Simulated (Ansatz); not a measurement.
# Dielectric response of ZnS (10-10) films, part 2 of 3

How well do thin wurtzite ZnS (10-10) films screen a perpendicular field?

Ansatz 0.2.0; plane-wave DFT, PBE, Ansatz PAW (set soft_1); PAW set soft_1 (the session's first sound run).

So far. Step 9 (Response with the atoms relaxed, 12 atoms, units 3): The induced dipole is that of a conductor 9.07 Å thick. Step 10 (Relaxation, 16 atoms, units 4): The gap is 2.20 eV, with the valence edge 5.98 eV and the conduction edge 3.78 eV under the upper vacuum level.

## 11. Single point on the relaxed film, 16 atoms, units 4

Contents of input.yaml:

```yaml
crystal:
  lattice:
    - [3.82, 0.0, 0.0]
    - [0.0, 6.26, 0.0]
    - [0.0, 0.0, 29.0273901415]
  atoms:
    - { symbol: Zn, position: [0.0, 0.0465978268, 0.3255869558] }
    - { symbol: S, position: [0.0, 0.3832118799, 0.3016742058] }
    - { symbol: Zn, position: [0.5, 0.483534313, 0.341739729] }
    - { symbol: S, position: [0.5, 0.8677218751, 0.347344876] }
    - { symbol: Zn, position: [0.5, -0.0062883621, 0.42517161] }
    - { symbol: S, position: [0.5, 0.3689395301, 0.4211465042] }
    - { symbol: Zn, position: [0.0, 0.4897948313, 0.4600686744] }
    - { symbol: S, position: [0.0, 0.866488104, 0.4629361894] }
    - { symbol: Zn, position: [0.0, -0.0102051704, 0.5399313249] }
    - { symbol: S, position: [0.0, 0.3664881042, 0.5370638101] }
    - { symbol: Zn, position: [0.5, 0.4937116398, 0.574828391] }
    - { symbol: S, position: [0.5, 0.8689395327, 0.5788534949] }
    - { symbol: Zn, position: [0.5, -0.016465688, 0.658260272] }
    - { symbol: S, position: [0.5, 0.3677218749, 0.6526551234] }
    - { symbol: Zn, position: [0.0, 0.5465978282, 0.6744130449] }
    - { symbol: S, position: [0.0, 0.8832118806, 0.6983257943] }
kpoints:
  mp_grid: { grid: [8, 4, 1] }
hamiltonian:
  xc: pbe
  pseudopotentials: { kind: paw, azcp: { folder: soft_1 } }
scf:
  occupations: { method: fixed }
  convergence: { dr2_threshold: 1.0e-09 }
efield:
  axis: 3
  dipole_correction: true
  ramp_position: 0.97
  ramp_width: 0.06
output:
  eigenvalues: true
  write_potential: true
  write_density: true
  volumetric_format: npy
  elf: true
```

Command:

```sh
$ ansatz run input.yaml --threads 4 --pin off --max-ram 8192MiB --backend cpu --events-out ev --progress --plain --runs-dir out
```

It took 58 s on 4 threads of Arm Neoverse V1, shared host; peak memory 1.9 GiB.

The gap is 2.20 eV, with the valence edge 5.98 eV and the conduction edge 3.78 eV under the upper vacuum level.

## 12. Single point, 16 atoms, units 4, field 0.05 V/Å

Edit input.yaml of step 11 so:

```diff
@@ -29,3 +29,3 @@
   occupations: { method: fixed }
-  convergence: { dr2_threshold: 1.0e-09 }
+  convergence: { dr2_threshold: 1.0e-10 }
 efield:
@@ -35,4 +35,4 @@
   ramp_width: 0.06
+  amplitude: 0.05
 output:
-  eigenvalues: true
   write_potential: true
@@ -40,2 +40 @@
   volumetric_format: npy
-  elf: true
```

Run time: 60 s. Hardware: 4 threads; peak memory 1.9 GiB; 3.9 min of CPU time.

The dipole is 0.0744 e·Å, and the gap on the mesh 2.182 eV.

## 13. Atoms held, 16 atoms, units 4, field -0.05 V/Å

Edit input.yaml of step 12 so:

```diff
@@ -35,3 +35,3 @@
   ramp_width: 0.06
-  amplitude: 0.05
+  amplitude: -0.05
 output:
```

Run time: 61 s. Hardware: 4 threads; peak memory 1.9 GiB.

The dipole is -0.0744 e·Å, and the gap on the mesh 2.182 eV.

## 14. Response with the atoms held, 16 atoms, units 4

This step: plane-wave DFT, PBE, Ansatz PAW (set soft_1); response to a field along the normal, atoms held; PAW set soft_1 (Ansatz 0.2.0).

Local field over the applied field, running mean. From the potentials at -0.05 and 0.05 V/Å; running mean over 3.308 Å, taken twice. Table of local field over applied field by z:

```
z (Å)  local field over applied field
  4.0                           0.977
  4.5                           0.989
  5.0                           0.973
  5.5                           0.944
  6.0                           0.896
  6.5                           0.828
  7.0                           0.741
  7.5                           0.640
  8.0                           0.533
  8.5                           0.430
  9.0                           0.340
  9.5                           0.270
 10.0                           0.220
 10.5                           0.190
 11.0                           0.174
 11.5                           0.169
 12.0                           0.167
 12.5                           0.168
 13.0                           0.169
 13.5                           0.169
 14.0                           0.169
 14.5                           0.170
 15.0                           0.169
 15.5                           0.169
 16.0                           0.169
 16.5                           0.168
 17.0                           0.167
 17.5                           0.168
 18.0                           0.174
 18.5                           0.189
 19.0                           0.218
 19.5                           0.266
 20.0                           0.336
 20.5                           0.425
 21.0                           0.527
 21.5                           0.634
 22.0                           0.736
 22.5                           0.824
 23.0                           0.893
 23.5                           0.942
 24.0                           0.972
 24.5                           0.988
```

The induced dipole is that of a conductor 11.27 Å thick.

## 15. Relaxation, 24 atoms, units 6

This step: plane-wave DFT, PBE, Ansatz PAW (set soft_1); PAW set soft_1 (Ansatz 0.2.0).

System of this step: ZnS (10-10), 6 units. The cell holds 24 atoms: 12 Zn and 12 S. Cell: a = 3.820 Å, b = 6.260 Å, c = 35.644 Å, α = 90.0°, β = 90.0°, γ = 90.0°. It derives from ZnS (wurtzite ZnS). Vacuum lies along c.

Contents of input.yaml:

```yaml
crystal:
  lattice:
    - [3.82, 0.0, 0.0]
    - [0.0, 6.26, 0.0]
    - [0.0, 0.0, 35.6438242264]
  atoms:
    - { symbol: Zn, position: [0.0, 0.0, 0.2524981591] }
    - { symbol: S, position: [0.0, 0.375, 0.2524981591] }
    - { symbol: Zn, position: [0.5, 0.5, 0.2834358892] }
    - { symbol: S, position: [0.5, 0.875, 0.2834358892] }
    - { symbol: Zn, position: [0.5, 0.0, 0.3453113494] }
    - { symbol: S, position: [0.5, 0.375, 0.3453113494] }
    - { symbol: Zn, position: [0.0, 0.5, 0.3762490795] }
    - { symbol: S, position: [0.0, 0.875, 0.3762490795] }
    - { symbol: Zn, position: [0.0, 0.0, 0.4381245398] }
    - { symbol: S, position: [0.0, 0.375, 0.4381245398] }
    - { symbol: Zn, position: [0.5, 0.5, 0.4690622699] }
    - { symbol: S, position: [0.5, 0.875, 0.4690622699] }
    - { symbol: Zn, position: [0.5, 0.0, 0.5309377301] }
    - { symbol: S, position: [0.5, 0.375, 0.5309377301] }
    - { symbol: Zn, position: [0.0, 0.5, 0.5618754602] }
    - { symbol: S, position: [0.0, 0.875, 0.5618754602] }
    - { symbol: Zn, position: [0.0, 0.0, 0.6237509205] }
    - { symbol: S, position: [0.0, 0.375, 0.6237509205] }
    - { symbol: Zn, position: [0.5, 0.5, 0.6546886506] }
    - { symbol: S, position: [0.5, 0.875, 0.6546886506] }
    - { symbol: Zn, position: [0.5, 0.0, 0.7165641108] }
    - { symbol: S, position: [0.5, 0.375, 0.7165641108] }
    - { symbol: Zn, position: [0.0, 0.5, 0.7475018409] }
    - { symbol: S, position: [0.0, 0.875, 0.7475018409] }
kpoints:
  mp_grid: { grid: [8, 4, 1] }
hamiltonian:
  xc: pbe
  pseudopotentials: { kind: paw, azcp: { folder: soft_1 } }
scf:
  occupations: { method: fixed }
  convergence: { dr2_threshold: 1.0e-09 }
efield:
  axis: 3
  dipole_correction: true
  ramp_position: 0.97
  ramp_width: 0.06
relax:
  f_tol: 0.003
  max_steps: 100
output:
  write_potential: true
  write_density: true
  volumetric_format: npy
```

Wall time 8.6 min (4 threads); peak memory 2.7 GiB.

Step by step:

```
step  energy less that of the first step (eV)  largest force component (eV/Å)
   1                                   0.0000                          1.1479
   2                                  -0.6782                          0.7310
   3                                  -1.0044                          0.2975
   4                                  -1.0608                          0.0647
   5                                  -1.0647                          0.0396
   6                                  -1.0655                          0.0138
   7                                  -1.0656                          0.0038
   8                                  -1.0656                          0.0004
```

Forces are held to the 2 operations that the program found; a distortion that breaks them can't arise in this run.

The atoms that moved most (Å):

```
atom     dx      dy      dz  length
 Zn1  0.000   0.309   0.407   0.511
Zn23  0.000   0.309  -0.407   0.511
 S24  0.000   0.071   0.279   0.288
  S2  0.000   0.071  -0.279   0.288
Zn21  0.000  -0.087   0.217   0.233
 Zn3  0.000  -0.087  -0.217   0.233
  S6  0.000  -0.020  -0.117   0.119
 S20  0.000  -0.020   0.117   0.119
```

Running mean over 3.308 Å of the planar mean; the ramp of the sawtooth is left out. The electron's electrostatic potential energy less the highest filled level by z:

z (Å), electron's electrostatic potential energy less the highest filled level (eV) and a bar from the least value:
```
        4       5.99 ##############################
        5       5.98 ##############################
        6       5.90 ##############################
        7       4.73 ##########################
        8       1.02 ###############
        9      -2.62 ###
       10      -3.19 ##
       11      -3.69 
       12      -3.10 ##
       13      -3.21 #
       14      -3.12 ##
       15      -3.08 ##
       16      -3.21 #
       17      -3.12 ##
       18      -3.10 ##
       19      -3.17 ##
       20      -3.16 ##
       21      -3.09 ##
       22      -3.14 ##
       23      -3.21 #
       24      -3.18 ##
       25      -3.66 
       26      -3.10 ##
       27      -1.75 ######
       28       2.64 ####################
       29       5.40 ############################
       30       5.96 ##############################
       31       5.99 ##############################
       32       5.99 ##############################
```

The relaxation took 8 steps and lowered the energy by 1.1 eV; the largest force on the free atoms ends at 4.3e-4 eV/Å.

The gap is 2.15 eV, with the valence edge 5.99 eV and the conduction edge 3.83 eV under the upper vacuum level.

## 16. The series together

Times are for 4 threads of Arm Neoverse V1, shared host. Results by setting:

```
no.  units  gap by band count (eV)  ionisation energy, upper face (eV)  electron affinity, upper face (eV)     time  memory (GiB)
  1      3                   2.244                               5.972                               3.728  2.2 min           1.3
  2      4                   2.196                               5.977                               3.782  4.1 min           1.7
  3      6                   2.154                               5.989                               3.835  8.6 min           2.7
```

The runs together. Valence density, planar mean against z:

```
z (Å)  3 (e/Å³)  4 (e/Å³)  6 (e/Å³)
  5.5    6.1e-5    6.6e-5    7.3e-5
  6.0    2.6e-4    2.8e-4    3.1e-4
  6.5   0.00117   0.00124   0.00139
  7.0   0.00511   0.00544   0.00603
  7.5    0.0237    0.0250    0.0275
  8.0    0.0916    0.0948     0.103
  8.5     0.192     0.196     0.203
  9.0     0.364     0.387     0.441
  9.5      1.04      1.03      1.03
 10.0     0.939     0.915     0.855
 10.5     0.278     0.275     0.255
 11.0     0.132     0.130     0.125
 11.5     0.158     0.164     0.172
 12.0     0.393     0.451     0.516
 12.5     0.824     0.768     0.718
 13.0     0.579     0.565     0.586
 13.5     0.717     0.724     0.690
 14.0     0.218     0.218     0.203
 14.5     0.123     0.124     0.122
 15.0     0.191     0.207     0.224
 15.5     0.563     0.689     0.774
 16.0      1.08     0.587     0.523
 16.5     0.653     0.742     0.727
 17.0     0.235     0.485     0.492
 17.5     0.139     0.170     0.161
 18.0    0.0440     0.126     0.132
 18.5    0.0102     0.258     0.330
 19.0   0.00220     0.878     0.868
 19.5    5.1e-4      1.04     0.480
 20.0    1.2e-4     0.420     0.855
 20.5    2.7e-5     0.201     0.326
 21.0    5.0e-6     0.101     0.132
 21.5    1.7e-6    0.0273     0.162
 22.0   -1.2e-6   0.00595     0.478
 22.5         0   0.00135     0.744
 23.0    2.4e-6    3.0e-4     0.561
 23.5         0    7.1e-5     0.722
 24.0         0    1.6e-5     0.219
 24.5         0    3.9e-6     0.123
 25.0   -1.6e-6         0     0.198
 25.5         0         0     0.617
```

## 17. Single point on the relaxed film, 24 atoms, units 6

Contents of input.yaml:

```yaml
crystal:
  lattice:
    - [3.82, 0.0, 0.0]
    - [0.0, 6.26, 0.0]
    - [0.0, 0.0, 35.6438242264]
  atoms:
    - { symbol: Zn, position: [0.0, 0.049396238, 0.2639262383] }
    - { symbol: S, position: [0.0, 0.3863435584, 0.2446759815] }
    - { symbol: Zn, position: [0.5, 0.486180862, 0.2773591783] }
    - { symbol: S, position: [0.5, 0.8705043559, 0.2815826587] }
    - { symbol: Zn, position: [0.5, -0.0033411997, 0.3448931131] }
    - { symbol: S, position: [0.5, 0.3717835736, 0.3420257876] }
    - { symbol: Zn, position: [0.0, 0.4917110155, 0.3739242105] }
    - { symbol: S, position: [0.0, 0.8688754651, 0.3755670094] }
    - { symbol: Zn, position: [0.0, -0.005183296, 0.4378844708] }
    - { symbol: S, position: [0.0, 0.3700879107, 0.4366587703] }
    - { symbol: Zn, position: [0.5, 0.4939290625, 0.4683029316] }
    - { symbol: S, position: [0.5, 0.8697124567, 0.469300353] }
    - { symbol: Zn, position: [0.5, -0.0060709378, 0.5316970684] }
    - { symbol: S, position: [0.5, 0.3697124563, 0.5306996469] }
    - { symbol: Zn, position: [0.0, 0.4948167036, 0.5621155293] }
    - { symbol: S, position: [0.0, 0.8700879104, 0.5633412296] }
    - { symbol: Zn, position: [0.0, -0.0082889849, 0.6260757895] }
    - { symbol: S, position: [0.0, 0.3688754646, 0.6244329906] }
    - { symbol: Zn, position: [0.5, 0.4966588, 0.655106887] }
    - { symbol: S, position: [0.5, 0.8717835735, 0.6579742123] }
    - { symbol: Zn, position: [0.5, -0.0138191387, 0.7226408218] }
    - { symbol: S, position: [0.5, 0.3705043551, 0.7184173414] }
    - { symbol: Zn, position: [0.0, 0.5493962374, 0.7360737618] }
    - { symbol: S, position: [0.0, 0.8863435579, 0.7553240185] }
kpoints:
  mp_grid: { grid: [8, 4, 1] }
hamiltonian:
  xc: pbe
  pseudopotentials: { kind: paw, azcp: { folder: soft_1 } }
scf:
  occupations: { method: fixed }
  convergence: { dr2_threshold: 1.0e-09 }
efield:
  axis: 3
  dipole_correction: true
  ramp_position: 0.97
  ramp_width: 0.06
output:
  eigenvalues: true
  dos: { projected: true, e_range: [-7, 7] }
  write_potential: true
  write_density: true
  volumetric_format: npy
checkpoint:
  write: end6.run
  compress: false
  write_wavefunctions: false
```

Elapsed: 2 min, on 4 threads; peak memory 3.2 GiB.

Running mean over 3.308 Å of the planar mean; the ramp of the sawtooth is left out. The electron's electrostatic potential energy less the highest filled level by z:

```
z (Å)  electron's electrostatic potential energy less the highest filled level (eV)
    4                                                                          5.99
    5                                                                          5.98
    6                                                                          5.90
    7                                                                          4.73
    8                                                                          1.02
    9                                                                         -2.62
   10                                                                         -3.19
   11                                                                         -3.69
   12                                                                         -3.10
   13                                                                         -3.21
   14                                                                         -3.12
   15                                                                         -3.08
   16                                                                         -3.21
   17                                                                         -3.12
   18                                                                         -3.10
   19                                                                         -3.17
   20                                                                         -3.16
   21                                                                         -3.09
   22                                                                         -3.14
   23                                                                         -3.21
   24                                                                         -3.18
   25                                                                         -3.66
   26                                                                         -3.10
   27                                                                         -1.75
   28                                                                          2.64
   29                                                                          5.40
   30                                                                          5.96
   31                                                                          5.99
   32                                                                          5.99
```

The gap is 2.15 eV, with the valence edge 5.99 eV and the conduction edge 3.83 eV under the upper vacuum level.

## 18. Atoms held, 24 atoms, units 6, field 0.05 V/Å

Edit input.yaml of step 17 so:

```diff
@@ -37,3 +37,3 @@
   occupations: { method: fixed }
-  convergence: { dr2_threshold: 1.0e-09 }
+  convergence: { dr2_threshold: 1.0e-10 }
 efield:
@@ -43,5 +43,4 @@
   ramp_width: 0.06
+  amplitude: 0.05
 output:
-  eigenvalues: true
-  dos: { projected: true, e_range: [-7, 7] }
   write_potential: true
@@ -49,5 +48 @@
   volumetric_format: npy
-checkpoint:
-  write: end6.run
-  compress: false
-  write_wavefunctions: false
```

The job ended after 2.2 min (4 threads; peak memory 3.2 GiB).

The dipole is 0.111 e·Å, and the gap on the mesh 2.102 eV.

## 19. Single point, 24 atoms, units 6, field -0.05 V/Å

Edit input.yaml of step 18 so:

```diff
@@ -43,3 +43,3 @@
   ramp_width: 0.06
-  amplitude: 0.05
+  amplitude: -0.05
 output:
```

Wall time 2.2 min (4 threads); peak memory 3.2 GiB.

The dipole is -0.111 e·Å, and the gap on the mesh 2.102 eV.

## 20. Response with the atoms held, 24 atoms, units 6

This step: plane-wave DFT, PBE, Ansatz PAW (set soft_1); response to a field along the normal, atoms held; PAW set soft_1 (Ansatz 0.2.0).

Local field over the applied field, running mean. From the potentials at -0.05 and 0.05 V/Å; running mean over 3.308 Å, taken twice. The local field over applied field by z:

z (Å), local field over applied field and a bar from the least value:
```
        4      0.935 ############################
        5      0.971 ##############################
        6      0.892 ###########################
        7      0.734 #####################
        8      0.524 #############
        9      0.334 ######
       10      0.217 ##
       11      0.174 
       12      0.168 
       13      0.169 
       14      0.170 
       15      0.170 
       16      0.171 
       17      0.171 
       18      0.171 
       19      0.171 
       20      0.171 
       21      0.170 
       22      0.170 
       23      0.168 
       24      0.168 
       25      0.183 #
       26      0.249 ###
       27      0.395 ########
       28      0.601 ################
       29      0.798 #######################
       30      0.929 ############################
       31      0.984 ##############################
```

The induced dipole is that of a conductor 16.81 Å thick.

## 21. Relaxing in the field, 24 atoms, units 6, field 0.05 V/Å

This step: plane-wave DFT, PBE, Ansatz PAW (set soft_1); PAW set soft_1 (Ansatz 0.2.0).

The same pair of relaxations in the field for this thickness.

Edit input.yaml of step 19 so:

```diff
@@ -43,3 +43,6 @@
   ramp_width: 0.06
-  amplitude: -0.05
+  amplitude: 0.05
+relax:
+  f_tol: 0.0006
+  max_steps: 70
 output:
```

Elapsed: 4.4 min, on 4 threads; peak memory 2.7 GiB.

Hardly anything moved in the relaxation; the energy changed by under 0.2 meV an atom.

The relaxation took 4 steps and lowered the energy by 2.0e-4 eV; the largest force on the free atoms ends at 3.2e-4 eV/Å.

The dipole is 0.119 e·Å, and the gap on the mesh 2.128 eV.

## 22. Relaxing in the field, 24 atoms, units 6, field -0.05 V/Å

Edit input.yaml of step 21 so:

```diff
@@ -43,3 +43,3 @@
   ramp_width: 0.06
-  amplitude: 0.05
+  amplitude: -0.05
 relax:
```

Run time: 4.1 min. Hardware: 4 threads; peak memory 2.7 GiB.

No atom moved by 0.005 Å in the relaxation.

The relaxation took 4 steps and lowered the energy by 2.0e-4 eV; the largest force on the free atoms ends at 3.2e-4 eV/Å.

The dipole is -0.119 e·Å, and the gap on the mesh 2.128 eV.

(Part 2 of 3 ends here.)

[Long decimals in the printed logs are rounded to 6 places.]

[Logs are printed without paths, hosts, clocks, repeated set-up lines and the standing remarks that a program may print on its own settings, such as how far it seeks lower states.]

[Hosts, paths, dates, database ids (printed as entryN), source tags and the programs' standing remarks are cut or masked in the printed files.]

[Maps of the electrostatic potential energy from Ansatz leave out the sawtooth potential of an applied field or a dipole correction, so their vacuum need not be flat; planar profiles and work functions include it.]
